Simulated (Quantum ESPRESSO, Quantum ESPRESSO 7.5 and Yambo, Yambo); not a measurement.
## Gap slopes of BaTiO3 (P4mm) from G0W0 (hydrostatic strain)

Does PBE give the same change of gap under hydrostatic strain as G0W0? The case is BaTiO3 (P4mm).

Main program and level: Quantum ESPRESSO 7.5 and Yambo 5.3.0; PBE and many-body steps on it, plane waves.

Most raw output is cut from this account.

The database entry behind the starting cell differs from later determinations by our own check (c/a about 0.6 % short), so it need not match the best structure at ambient conditions.

## 1. Set-up

Symmetry: P4mm, No. 99, tetragonal system. Conventional cell: a = 4.000 Å, b = 4.000 Å, c = 4.018 Å, α = 90.00°, β = 90.00°, γ = 90.00°. Ba has 12 O at 2.79 to 2.88 Å nearest. Nearest to Ti lie 6 O at 1.84 to 2.18 Å. Nearest to O lie 2 Ti at 1.84 to 2.18 Å and 4 Ba at 2.83 Å. Nearest to O lie 2 Ti at 2.00 Å and 4 Ba at 2.79 to 2.88 Å. Farther neighbours and most contacts between anions are not listed.

Geometry: measured (diffraction); atoms relaxed with PBE. The runs that relaxed it are not among those shown. Spin-orbit coupling is left out unless a step names it.

## 2. Empty states on the mesh, 4×4×4 mesh, 165 bands

This step: Quantum ESPRESSO 7.5; DFT, PBE, plane waves, norm-conserving pseudopotentials.

The sums over transitions need many empty states on a uniform mesh; this step solves for them.

Contents of pw.in:

```
&control
  calculation = 'nscf'
  prefix = 'x'
  outdir = 'o'
  pseudo_dir = 'pseudo'
/
&system
  ibrav = 0
  nat = 5
  ntyp = 3
  ecutwfc = 76.0
  nbnd = 165
  force_symmorphic = .true.
/
&electrons
  conv_thr = 1e-9
  electron_maxstep = 80
  diago_full_acc = .true.
  diago_thr_init = 5e-6
/
ATOMIC_SPECIES
  Ba 137.33 Ba.upf
  Ti 47.867 Ti.upf
  O 15.999 O.upf
CELL_PARAMETERS angstrom
  3.9998000000 0.0000000000 0.0000000000
  0.0000000000 3.9998000000 0.0000000000
  0.0000000000 0.0000000000 4.0180000000
ATOMIC_POSITIONS crystal
  Ba 0.0000000000 0.0000000000 -0.0001128695
  Ti 0.5000000000 0.5000000000 0.4841140174
  O 0.5000000000 0.5000000000 0.0258385230
  O 0.5000000000 0.0000000000 0.5165801646
  O 0.0000000000 0.5000000000 0.5165801646
K_POINTS automatic
  4 4 4 0 0 0
```

Command:

```console
$ OMP_NUM_THREADS=1 mpirun -n 8 pw.x -nk 4 -in pw.in > pw.out
```

It took 20 s on 8 MPI ranks of Arm Neoverse V2, shared host; peak memory 0.68 GiB; 2.6 min of CPU time.

Numbers from this step:

| Property | Result |
| --- | --- |
| gap | 1.850 eV |
| k of the valence top | -0.5, -0.5, -0.5 |
| k of the conduction bottom | 0, 0, 0 |
| least direct gap | 2.205 eV |
| k points computed | 18 |
| lowest point of the top converged band, above the valence top | 87.5209 eV |

On this mesh the gap is 1.850 eV.

The density comes from a self-consistent run that is not shown.

## 3. Conversion and set-up

This step: Yambo 5.3.0; conversion and set-up on PBE, plane waves, norm-conserving pseudopotentials.

The states are converted to the many-body program's format and the q mesh is built.

Command:

```console
$ (cd o/x.save; p2y > p2y.log; mv SAVE ../..); yambo > setup.log
```

Wall time 3 s (1 MPI rank); peak memory 0.25 GiB.

## 4. G0W0, strain +0 %

G0W0 replaces the xc potential by the self-energy, built once from these orbitals. Only a window of levels is corrected, while the sums run over the empty bands that the input names.

This step: G0W0 on PBE, plane waves, norm-conserving pseudopotentials.

Contents of gw1.in:

```
HF_and_locXC
gw0
dyson
ppa
em1d
rim_cut
RandQpts= 1000000
RandGvec= 1 RL
EXXRLvcs= 76 Ry
VXCRLvcs= 304 Ry
Chimod= "HARTREE"
% BndsRnXp
 1 | 165 |
%
NGsBlkXp= 13 Ry
% LongDrXp
 1 | 1 | 1 |
%
% GbndRnge
 1 | 165 |
%
DysSolver= "n"
ExtendOut
PPAPntXp= 27.21138 eV
% QPkrange
 18 | 18 | 19 | 22 |
 1 | 1 | 19 | 22 |
%
```

Command:

```console
$ OMP_NUM_THREADS=1 mpirun -n 8 yambo -F gw1.in -J gw1 -C gw1 > gw1.log
```

Run time: 5.6 min. Hardware: 8 MPI ranks; peak memory 4.7 GiB; 44 min of CPU time.

Numbers from this step:

```yaml
g0w0_gap_on_the_points_computed: 3.322 eV
starting_gap_on_the_mesh: 1.850 eV
k_of_the_valence_top: -0.5, -0.5, -0.5
k_of_the_conduction_bottom: 0, 0, 0
least_direct_g0w0_gap_on_the_computed_points: 3.694 eV
z_at_the_valence_top: 0.7617
z_at_the_conduction_bottom: 0.7764
```

The gap on the mesh goes from 1.85 eV to 3.32 eV, a correction of +1.47 eV.

## 5. G0W0, strain -1 %

The cell differs from the one that the last finished run ended in (a 4.000 → 3.960 Å, b 4.000 → 3.960 Å, c 4.018 → 3.978 Å).

gw2.in, as its differences from gw1.in of step 4:

```diff
@@ -14,3 +14,3 @@
 %
-NGsBlkXp= 13 Ry
+NGsBlkXp= 357 RL
 % LongDrXp
```

Command:

```console
$ OMP_NUM_THREADS=1 mpirun -n 8 yambo -F gw2.in -J gw2 -C gw2 > gw2.log
```

It took 5.5 min on 8 MPI ranks; peak memory 4.7 GiB.

This step gave:

```
G0W0 gap on the points computed              : 3.416 eV
starting gap on the mesh                     : 1.915 eV
k of the valence top                         : -0.5, -0.5, -0.5
k of the conduction bottom                   : 0, 0, 0
least direct G0W0 gap on the computed points : 3.764 eV
```

The gap on the mesh goes from 1.91 eV to 3.42 eV, a correction of +1.50 eV.

Ground state, empty states and screening of this cell were made anew, as for the first cell; those steps are not shown. 

## 6. G0W0, strain +1 %

The cell differs from the one that the last finished run ended in (a 3.960 → 4.040 Å, b 3.960 → 4.040 Å, c 3.978 → 4.058 Å).

gw3.in is the same as gw2.in of step 5.

Command:

```console
$ OMP_NUM_THREADS=1 mpirun -n 8 yambo -F gw3.in -J gw3 -C gw3 > gw3.log
```

It took 5.5 min on 8 MPI ranks; peak memory 4.7 GiB.

Numbers from this step:

| Quantity | Value |
| --- | --- |
| G0W0 gap on the points computed | 3.226 eV |
| starting gap on the mesh | 1.786 eV |
| k of the valence top | -0.5, -0.5, -0.5 |
| k of the conduction bottom | 0, 0, 0 |
| least direct G0W0 gap on the computed points | 3.618 eV |

The gap on the mesh goes from 1.79 eV to 3.23 eV, a correction of +1.44 eV.

Again on this cell's own states.

## 7. G0W0, strain -2 %

The cell differs from the one that the last finished run ended in (a 4.040 → 3.920 Å, b 4.040 → 3.920 Å, c 4.058 → 3.938 Å).

gw4.in is the same as gw3.in of step 6.

Command:

```console
$ OMP_NUM_THREADS=1 mpirun -n 8 yambo -F gw4.in -J gw4 -C gw4 > gw4.log
```

The job ended after 5.5 min (8 MPI ranks; peak memory 4.7 GiB; 44 min of CPU time).

This step gave:

```yaml
g0w0_gap_on_the_points_computed: 3.507 eV
starting_gap_on_the_mesh: 1.979 eV
k_of_the_valence_top: -0.5, -0.5, -0.5
k_of_the_conduction_bottom: 0, 0, 0
least_direct_g0w0_gap_on_the_computed_points: 3.828 eV
```

The gap on the mesh goes from 1.98 eV to 3.51 eV, a correction of +1.53 eV.

Again on this cell's own states.

## 8. G0W0, strain +2 %

The cell differs from the one that the last finished run ended in (a 3.920 → 4.080 Å, b 3.920 → 4.080 Å, c 3.938 → 4.098 Å).

gw5.in is the same as gw4.in of step 7.

Command:

```console
$ OMP_NUM_THREADS=1 mpirun -n 8 yambo -F gw5.in -J gw5 -C gw5 > gw5.log
```

It took 5.6 min on 8 MPI ranks; peak memory 4.7 GiB.

This step gave:

```
G0W0 gap on the points computed              : 3.129 eV
starting gap on the mesh                     : 1.722 eV
k of the valence top                         : -0.5, -0.5, -0.5
k of the conduction bottom                   : 0, 0, 0
least direct G0W0 gap on the computed points : 3.537 eV
```

The gap on the mesh goes from 1.72 eV to 3.13 eV, a correction of +1.41 eV.

Again on this cell's own states.

## 9. The series

One mesh (4×4×4), Godby-Needs plasmon pole, 165 bands in every cell; hydrostatic strain per length. Fractional positions are the same in all cells, though this structure has free coordinates, so these are clamped-ion slopes.

```
strain (%)  PBE gap (eV)  G0W0 gap (eV)  least direct G0W0 gap (eV)                     G0W0 edges
        -2         1.979          3.507                       3.828  (-0.500, -0.500, -0.500) to Γ
        -1         1.915          3.416                       3.764  (-0.500, -0.500, -0.500) to Γ
        +0         1.850          3.322                       3.694  (-0.500, -0.500, -0.500) to Γ
        +1         1.786          3.226                       3.618  (-0.500, -0.500, -0.500) to Γ
        +2         1.722          3.129                       3.537  (-0.500, -0.500, -0.500) to Γ
```

## 10. Results

* slope under compression: −64 (PBE) and −92 (G0W0) meV per %
* slope under tension: −64 (PBE) and −97 (G0W0) meV per %
* ions: clamped: fractional positions held
* GW settings, unstrained cell: 4×4×4 mesh, 165 bands
* known limits: not at the basis limit; no spin-orbit coupling; coarse k mesh

On the side of compression the slopes of gap against strain are −64 (PBE) and −92 (G0W0) meV per %. On the side of tension the slopes of gap against strain are −64 (PBE) and −97 (G0W0) meV per %. One line through all points gives volume deformation potentials of -2.14 eV (PBE) and -3.15 eV (G0W0). Gaps are read on the mesh, so a valley between its points is missed. Bands and cutoff are finite, so the gap is not at the basis limit. The miss can reach some tenths of an eV and take either sign; the mesh is an error of its own. In the G0W0 run levels were corrected at 2 k points alone, so a gap called «on the mesh» is the least over those, and an edge elsewhere would be missed. The 4×4×4 mesh is coarse for this cell, which bears on the long-range parts of exchange and screening. The many-body steps are scalar-relativistic: spin-orbit coupling is not in them.

[Paths, hosts, dates, memory and timing lines, banners, echoed tables and standing remarks are left out of the program output.]

[Logs are printed without paths, hosts, clocks, repeated set-up lines and the standing remarks that a program may print on its own settings, such as how far it seeks lower states.]

[Runs of the session that timed out or met a known fault of the program may be left out.]

[Hosts, paths, dates, database ids (printed as entryN), source tags and the programs' standing remarks are cut or masked in the printed files.]
